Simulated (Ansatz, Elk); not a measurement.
# Bonding as seen by X-rays: LuGaNiC, part 2 of 2

The structure of LuGaNiC used here is made up (a known structure type with other elements) and was relaxed beforehand with PBEsol. The aim is the Fourier transform of its all-electron density, F(hkl), set beside the sum over free spherical atoms that refinements use.

Elk 11.2.3 (patched build); all-electron DFT.

So far: The structure; Ground state and structure factors.

The structure was built from a prototype and need not be the compound's stable phase.

**3. The highest occupied states alone**

Level of this step: DFT, PBE, all-electron APW+lo, Dirac cores, scalar-relativistic bands, static density, no spin (Elk).

An energy window below the Fermi level keeps the highest occupied states, to see at which angles they scatter; shallow core shells can lie inside it and anion s states outside. No new self-consistency is needed.

The input, elk.in:

```
tasks
  195

xctype
  20

spinpol
  .false.

rgkmax
  7.0

gmaxvr
  14.0

lmaxo
  7

lmaxapw
  8

swidth
  0.002

tshift
  .false.

ramdisk
  .false.

hmaxvr
  5.5

maxscl
  120

epspot
  1e-06

wsfac
  -0.154010 0.586980

sppath
  './'

avec
  6.58200357172 -0.00000000000 0.00000000000
  -0.00000000000 6.58200357172 0.00000000000
  -0.00000000000 0.00000000000 17.65668862885

atoms
  4
  'Lu.in'
  2
  0.5000000000 0.0000000000 0.1248598224   0.000000 0.000000 0.000000
  0.0000000000 0.5000000000 0.8751401776   0.000000 0.000000 0.000000
  'Ga.in'
  2
  -0.0000000000 0.5000000000 0.3282252531   0.000000 0.000000 0.000000
  0.5000000000 -0.0000000000 0.6717747469   0.000000 0.000000 0.000000
  'Ni.in'
  2
  0.5000000000 0.5000000000 0.5000000000   0.000000 0.000000 0.000000
  -0.0000000000 -0.0000000000 0.5000000000   0.000000 0.000000 0.000000
  'C.in'
  2
  0.5000000000 0.0000000000 0.8781411565   0.000000 0.000000 0.000000
  -0.0000000000 0.5000000000 0.1218588435   0.000000 0.000000 0.000000

ngridk
  7 7 3
```

The run is started by

```
> OMP_NUM_THREADS=4 elk
```

Numbers of over 12 decimals in the logs are rounded to 6 here.

The program printed:

```text
┌─────────────────────────────────┐
│ Elk code version 11.2.3 started │
└─────────────────────────────────┘

Info(readinput): the functional depends on the density's gradient
 muffin-tin radial points multiplied by    2.00000
 (not where nrmtscf is given)

┌────────────────────┐
│ Current task : 195 │
└────────────────────┘
Info(checkmt): changed muffin-tin radius of species 1 (Lu) from   2.8000 to   2.7781
Info(checkmt): changed muffin-tin radius of species 2 (Ga) from   2.4000 to   2.0536
Info(checkmt): changed muffin-tin radius of species 3 (Ni) from   2.4000 to   2.3021
Info(checkmt): changed muffin-tin radius of species 4 (C) from   1.8000 to   1.5281

Warning(linengy): could not find 1 linearisation energies in s.c. loop 1

Info(sfacrho): density structure factors written to SFACRHO.OUT

 Energy window :  -0.1540100000      0.5869800000

┌──────────────────┐
│ Elk code stopped │
└──────────────────┘
```

Wall time 18 s (4 threads of Arm Neoverse V2, shared host); peak memory 0.24 GiB; 23 s of CPU time.

States within 12 eV below the Fermi level hold 68.00 electrons; any levels below the window count with the cores. Their amplitudes can exceed the total, where window and core parts have opposite phase:

```
hkl  sin θ/λ (Å⁻¹)  abs F, window  abs F, all
001          0.053          6.769      23.654
002          0.107         15.369      20.924
100          0.144          0.000       0.000
101          0.153         12.887      35.849
003          0.161         33.121      89.578
102          0.179         20.877     157.195
110          0.203         15.778     132.397
111          0.210         29.339     109.656
004          0.214         15.398     100.914
103          0.215         13.451      82.771
```

**4. Another functional**

The difference from free atoms is small, so it is set against the change that LDA (Perdew-Wang) makes.

elk.in, as its differences from that of step 3:

```diff
@@ -1,2 +1,3 @@
 tasks
+  0
   195
@@ -4,3 +5,3 @@
 xctype
-  20
+  3
 
@@ -39,5 +40,2 @@
 
-wsfac
-  -0.154010 0.586980
-
 sppath
```

The run is started by

```
> OMP_NUM_THREADS=4 elk
```

The program printed:

```text
┌─────────────────────────┐
│ Elk code version 11.2.3 │
└─────────────────────────┘

All units are atomic (Hartree, Bohr, etc.)

┌─────────────────────────────────────────────────┐
│ Ground-state run starting from atomic densities │
└─────────────────────────────────────────────────┘

Lattice vectors :
   6.582003572      -0.000000000       0.000000000
  -0.000000000       6.582003572       0.000000000
  -0.000000000       0.000000000       17.65668863

Reciprocal lattice vectors :
  0.9546007137       0.000000000       0.000000000
[...]
species : 4 (C)
   atom 1                    :    4.415082550     (  0.3802964097E-04)
   atom 2                    :    4.415082550     (  0.3802964097E-04)
 total in muffin-tins        :    260.5534026
 total calculated charge     :    271.9859276
 total charge                :    272.0000000
 error                       :   0.1407235724E-01

┌──────────────────────────────┐
│ Self-consistent loop stopped │
└──────────────────────────────┘

Warning : core states of species 2 leak from the muffin-tin :   0.4762714703E-02

Warning : core states of species 3 leak from the muffin-tin :   0.4973676351E-03

Wrote STATE.OUT
[key lines of the parts left out:]
total energy                :     -36139.777235278
```

The job ended after 56 s (4 threads; peak memory 0.23 GiB; 3.1 min of CPU time).

Against the first run R = 0.02 %; the largest change is -0.067 at 200.

**5. Basis size**

A smaller basis shows how fast F responds to it; the change is likely larger than the basis error of the first run, but doesn't show convergence.

elk.in, as its differences from that of step 4:

```diff
@@ -5,3 +5,3 @@
 xctype
-  3
+  20
 
@@ -11,3 +11,3 @@
 rgkmax
-  7.0
+  5.5
```

The run is started by

```
> OMP_NUM_THREADS=4 elk
```

The program printed:

```text
┌─────────────────────────┐
│ Elk code version 11.2.3 │
└─────────────────────────┘

All units are atomic (Hartree, Bohr, etc.)

┌─────────────────────────────────────────────────┐
│ Ground-state run starting from atomic densities │
└─────────────────────────────────────────────────┘

Lattice vectors :
   6.582003572      -0.000000000       0.000000000
  -0.000000000       6.582003572       0.000000000
  -0.000000000       0.000000000       17.65668863

Reciprocal lattice vectors :
  0.9546007137       0.000000000       0.000000000
[...]
species : 4 (C)
   atom 1                    :    4.357225521     (  0.3845453641E-04)
   atom 2                    :    4.357225521     (  0.3845453641E-04)
 total in muffin-tins        :    260.1531491
 total calculated charge     :    271.9872399
 total charge                :    272.0000000
 error                       :   0.1276005859E-01

┌──────────────────────────────┐
│ Self-consistent loop stopped │
└──────────────────────────────┘

Warning : core states of species 2 leak from the muffin-tin :   0.4670257029E-02

Warning : core states of species 3 leak from the muffin-tin :   0.4765806656E-03

Wrote STATE.OUT
[key lines of the parts left out:]
total energy                :     -36168.125306163
```

It took 62 s on 4 threads; peak memory 0.33 GiB; 3.1 min of CPU time.

Against the first run R = 0.05 %; the largest change is +0.151 at 212.

**6. Settings against the effect**

```
              run  R against the first run (%)  R against neutral atoms, low angle (%)  wall time
    PBE, rgkmax 7                         0.00                                    0.54       91 s
LDA (Perdew-Wang)                         0.02                                    0.54       56 s
       rgkmax 5.5                         0.05                                    0.52       62 s
```

**7. Results**

| Property | Result |
| --- | --- |
| R against neutral atoms, sin θ/λ < 0.3 Å⁻¹ | 0.54 % |
| R against neutral atoms, 0.3 to 0.73 Å⁻¹ | 0.24 % |

Independent neutral atoms miss the calculated amplitudes by R = 0.54 % below 0.3 Å⁻¹ and 0.24 % from there to 0.73 Å⁻¹; by shells, 1.64 % below 0.15 Å⁻¹ (2 forms), 0.53 % 0.15 to 0.3 (14 forms), 0.27 % 0.3 to 0.45 (25 forms), 0.24 % above 0.45 (101 forms). Bonding, aspherical density and the tables' own atoms all enter these figures, and the runs don't part them. The largest change of an amplitude is +0.92 electrons, at 003. The window's part falls from 68.0 electrons at the origin to at most 13.74 between 0.45 and 0.73 Å⁻¹, where compact states inside the window still scatter. Below 0.3 Å⁻¹ the changes that finished (LDA (Perdew-Wang) and rgkmax 5.5) move F by R = 0.06 % at most, against the 0.54 % that separates it from free atoms. The k-mesh has no finished test. These runs have no spin, though d or f shells may be open. Spin-orbit coupling is left out, which can matter for elements this heavy. Part of the difference isn't bonding: the tables are fits to free atoms and ions calculated by other methods than this functional. Thermal motion, anomalous dispersion and extinction are left out.

[Logs are printed without paths, hosts, clocks, repeated set-up lines and the standing remarks that a program may print on its own settings, such as how far it seeks lower states.]

[Hosts, paths, dates, database ids (printed as entryN), source tags and the programs' standing remarks are cut or masked in the printed files.]
